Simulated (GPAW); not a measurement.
# A 7-layer slab of K(110) in an electric field, part 2 of 2

How does a 7-layer slab of K(110) screen a perpendicular field?

GPAW 26.7.0; GPAW, PAW setups; slab in vacuum, relaxation (the session's first sound run).

So far. Step 5 (In a field): The dipole is now -0.296 e Å, against 6.0e-5 in the run without a field. Step 8 (Field on): The dipole is now 0.296 e Å, against 6.0e-5 in the run without a field.

**9. Field on**

Contents of run.py:

```python
import json
import numpy as np
from ase import Atoms
from gpaw import GPAW, PW
from gpaw.external import ConstantElectricField

slab = Atoms(
    ['K', 'K', 'K', 'K', 'K', 'K', 'K'],
    positions=[
        [0.00000, 0.00000, 7.00000],
        [3.69817, 0.00000, 10.69817],
        [0.00000, 0.00000, 14.39634],
        [3.69817, 0.00000, 18.09451],
        [0.00000, 0.00000, 21.79267],
        [3.69817, 0.00000, 25.49084],
        [0.00000, 0.00000, 29.18901]],
    cell=[[3.69817, -2.615, 0.0], [3.69817, 2.615, 0.0], [0.0, 0.0, 36.18901]],
    pbc=[True, True, False])

slab.calc = GPAW(mode=PW(400), xc='PBE', kpts={'size': (8, 8, 1), 'gamma': True},
                 occupations={'name': 'fermi-dirac', 'width': 0.1}, nbands='160%',
                 convergence={'density': 1e-05}, maxiter=200,
                 poissonsolver={'dipolelayer': 'xy'},
                 external=ConstantElectricField(0.2, [0, 0, 1]),
                 symmetry={'tolerance': 1e-3}, txt='slab.txt')
result = {}
energy = slab.get_potential_energy()
fermi = slab.calc.get_fermi_level()
v = slab.calc.get_electrostatic_potential().mean((0, 1)) - fermi
n = slab.calc.get_pseudo_density().mean((0, 1))
L = slab.cell[2, 2]
z = np.arange(len(v)) * L / len(v)
low, high = slab.positions[:, 2].min(), slab.positions[:, 2].max()
below, above = np.interp([low - 4.8, high + 4.8], z, v)
slopes = [np.interp(x, z, np.gradient(v, z)) for x in (low - 4.8, high + 4.8)]
eps = np.array([[slab.calc.get_eigenvalues(k, s) for k in range(len(slab.calc.get_ibz_k_points()))]
                for s in range(slab.calc.get_number_of_spins())]) - fermi
top, bottom = eps[eps < 0].max(), eps[eps > 0].min()
dipole = slab.get_dipole_moment()[2]
print(f'energy {energy:.4f} eV, Fermi level {fermi:.4f} eV, dipole {dipole:.5f} e A')
print(f'potential 4.8 A off the faces, from the Fermi level: lower {below:.4f} eV, upper {above:.4f} eV')
print(f'slope of the potential there: lower {slopes[0]:.5f}, upper {slopes[1]:.5f} eV/A')
print(f'nearest levels on the mesh: {top:.4f} and {bottom:.4f} eV')
print('magnetic moment', round(slab.get_magnetic_moment(), 3))
result.update(energy=energy, fermi=fermi, dipole=dipole, below=below, above=above, slopes=slopes, edges=[top, bottom],
              z=z.tolist(), v=v.tolist(), n=n.tolist(), positions=slab.positions.tolist(),
              forces=slab.get_forces(apply_constraint=False).tolist(), moments=slab.get_magnetic_moments().tolist())
json.dump(result, open('result.json', 'w'))
```

On the command line:

```sh
$ OMP_NUM_THREADS=1 OPENBLAS_NUM_THREADS=1 python run.py
```

The log of the run:

```text
energy -7.9979 eV, Fermi level 0.1553 eV, dipole 0.59327 e A
potential 4.8 A off the faces, from the Fermi level: lower 5.1876 eV, upper -0.3552 eV
slope of the potential there: lower -0.01903, upper 0.00617 eV/A
nearest levels on the mesh: -0.0030 and 0.0005 eV
magnetic moment 0.0
```

Elapsed: 14 min, on 1 thread of Intel Xeon Platinum 8259CL at 2.50GHz (Skylake/Cascade Lake), shared host; peak memory 0.74 GiB.

The dipole is now 0.593 e Å, against 6.0e-5 in the run without a field.

**10. Field on**

Changes to run.py since step 9:

```diff
@@ -23,3 +23,3 @@
                  poissonsolver={'dipolelayer': 'xy'},
-                 external=ConstantElectricField(0.2, [0, 0, 1]),
+                 external=ConstantElectricField(0.3, [0, 0, 1]),
                  symmetry={'tolerance': 1e-3}, txt='slab.txt')
```

The log of the run:

```text
energy -8.0720 eV, Fermi level 0.1460 eV, dipole 0.89098 e A
potential 4.8 A off the faces, from the Fermi level: lower 6.6157 eV, upper -1.7071 eV
slope of the potential there: lower -0.02607, upper 0.00497 eV/A
nearest levels on the mesh: -0.0017 and 0.0019 eV
magnetic moment 0.0
```

The job ended after 14 min (1 thread; peak memory 0.74 GiB).

The dipole is now 0.891 e Å, against 6.0e-5 in the run without a field.

**11. The series**

The members are put on one axis.

This step: induced dipole against applied field (GPAW 26.7.0).

Dipole along the normal against field:

| field (V/Å) | dipole along the normal (e·Å) |
| --- | --- |
| -0.200 | -0.593 |
| -0.100 | -0.296 |
| -0.050 | -0.148 |
| 0.000 | 6.0e-5 |
| 0.050 | 0.148 |
| 0.100 | 0.296 |
| 0.200 | 0.593 |
| 0.300 | 0.891 |

**12. A changed run**

One more run, with changed settings.

This step: GPAW, PAW setups; slab in vacuum (GPAW 26.7.0).

Changes to run.py since step 10:

```diff
@@ -4,3 +4,2 @@
 from gpaw import GPAW, PW
-from gpaw.external import ConstantElectricField
 
@@ -19,7 +18,6 @@
 
-slab.calc = GPAW(mode=PW(400), xc='PBE', kpts={'size': (8, 8, 1), 'gamma': True},
+slab.calc = GPAW(mode=PW(400), xc='PBE', kpts={'size': (1, 1, 1), 'gamma': True},
                  occupations={'name': 'fermi-dirac', 'width': 0.1}, nbands='160%',
-                 convergence={'density': 1e-05}, maxiter=200,
+                 convergence={'density': 1e-05}, maxiter=50,
                  poissonsolver={'dipolelayer': 'xy'},
-                 external=ConstantElectricField(0.3, [0, 0, 1]),
                  symmetry={'tolerance': 1e-3}, txt='slab.txt')
```

The log of the run:

```text
energy -14.9404 eV, Fermi level -1.1425 eV, dipole 0.00006 e A
potential 4.8 A off the faces, from the Fermi level: lower 3.3723 eV, upper 3.3720 eV
slope of the potential there: lower -0.00669, upper 0.00669 eV/A
nearest levels on the mesh: -0.0097 and 0.3831 eV
magnetic moment 0.0
```

Elapsed: 23 s, on 1 thread; peak memory 0.26 GiB.

The run finished. A setting was moved off its sound value on purpose, so it serves as a test and not as the result.

The fault put into the input: one k-point (kpts = [1, 1]).

Side by side:

| quantity | this run | sound run | difference |
| --- | --- | --- | --- |
| upper work function (eV) | 3.3720 | 2.3862 | 0.986 |
| lower work function (eV) | 3.3723 | 2.3865 | 0.986 |

The two runs differ clearly in the upper work function: 3.37 eV against 2.39 eV.

**13. Results**

```json
{"work function, both faces": "2.39 eV", "dipole along the normal": "6.0e-5 e Å, near the numerical noise", "induced dipole per field": "2.97 e Å per V/Å", "out-of-plane polarisability per area, α/(ε0 A)": "27.8 Å"}
```

In words: The field induces 2.97 e Å per V/Å, a polarisable thickness α/(ε0 A) of 27.8 Å beside 22.2 Å between the outermost nuclei. A perfect conductor would give the distance between its two image planes; a dielectric of thickness t gives t(1 - 1/ε). The measured value for polycrystalline K, which weights the faces of low work function, is 2.29 eV (as compiled in "Anisotropic work function of elemental crystals", 2019, arxiv:1902.07811); the relaxed upper face lies 0.096 eV over it with PBE. Measured work functions scatter by a tenth of an eV or more between methods. The induced dipole is linear in the field over this range. The in-plane lattice was kept as typed, which isn't the functional's own and leaves some strain; spin-orbit coupling and temperature are left out.

[Logs are printed without paths, hosts, clocks, repeated set-up lines and the standing remarks that a program may print on its own settings, such as how far it seeks lower states.]

[Hosts, paths, dates, database ids (printed as entryN), source tags and the programs' standing remarks are cut or masked in the printed files.]
